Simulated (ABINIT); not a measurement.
Planning a run of ABINIT 10.8.3 on CsGeCl3 (R3m). The input:

```
acell 3*1.0 Angstrom
rprim 
  3.846816390705 2.220960478697 3.178300533600
  -3.846816390705 2.220960478697 3.178300533600
  0.000000000000 -4.441920957394 3.178300533600
ntypat 3
znucl 55 32 17
natom 5
typat 1 2 3 3 3
xred 
  0.998403350000 0.998403350000 0.998403350000
  0.515533150000 0.515533150000 0.515533150000
  0.496712670000 0.496712670000 0.948638170000
  0.496712670000 0.948638170000 0.496712670000
  0.948638170000 0.496712670000 0.496712670000
pp_dirpath "pseudos"
pseudos "Cs.upf, Ge.upf, Cl.upf"
ecut 56
ngkpt 2 2 2
nshiftk 1
shiftk 0 0 0
kptopt 1
chksymbreak 0
istwfk *1
occopt 1
irdwfk 1
optdriver 4
nband 176
gwcalctyp 10
ecutsigx 56
symsigma 1
nkptgw 4
kptgw 
  0.0000000000 0.0000000000 0.0000000000
  0.5000000000 0.0000000000 0.0000000000
  0.5000000000 0.5000000000 0.0000000000
  0.5000000000 0.5000000000 0.5000000000
bdgw 
  14 35
  14 35
  14 35
  14 35
ecuteps 4.8
irdscr 1
ppmodel 1
irdqps 1
indata_prefix "in"
outdata_prefix "out"
tmpdata_prefix "tmp"
```

```sh
OMP_NUM_THREADS=1 mpirun -n 8 abinit run.abi > log
```

**Question.** How long will it take on 8 MPI ranks of Arm Neoverse V2, shared host, and how much memory?

It took 2.1 min; on shared hardware allow 62 s to 4.1 min. Peak host memory was 7.4 GiB.

[Paths, hosts, dates, memory and timing lines, banners, echoed tables and standing remarks are left out of the program output.]

[Logs are printed without paths, hosts, clocks, repeated set-up lines and the standing remarks that a program may print on its own settings, such as how far it seeks lower states.]

[Runs of the session that timed out or met a known fault of the program may be left out.]

[Hosts, paths, dates, database ids (printed as entryN), source tags and the programs' standing remarks are cut or masked in the printed files.]

[G0W0 gaps are taken among the corrected bands and points alone; a level outside them can change the order at an edge.]

[Where Ansatz stands beside ABINIT at settings called matched, ABINIT's density can come from a denser mesh and the files from another edition; pairs whose starting gaps differed by over 0.03 eV were left out, so agreement reads better than it is.]
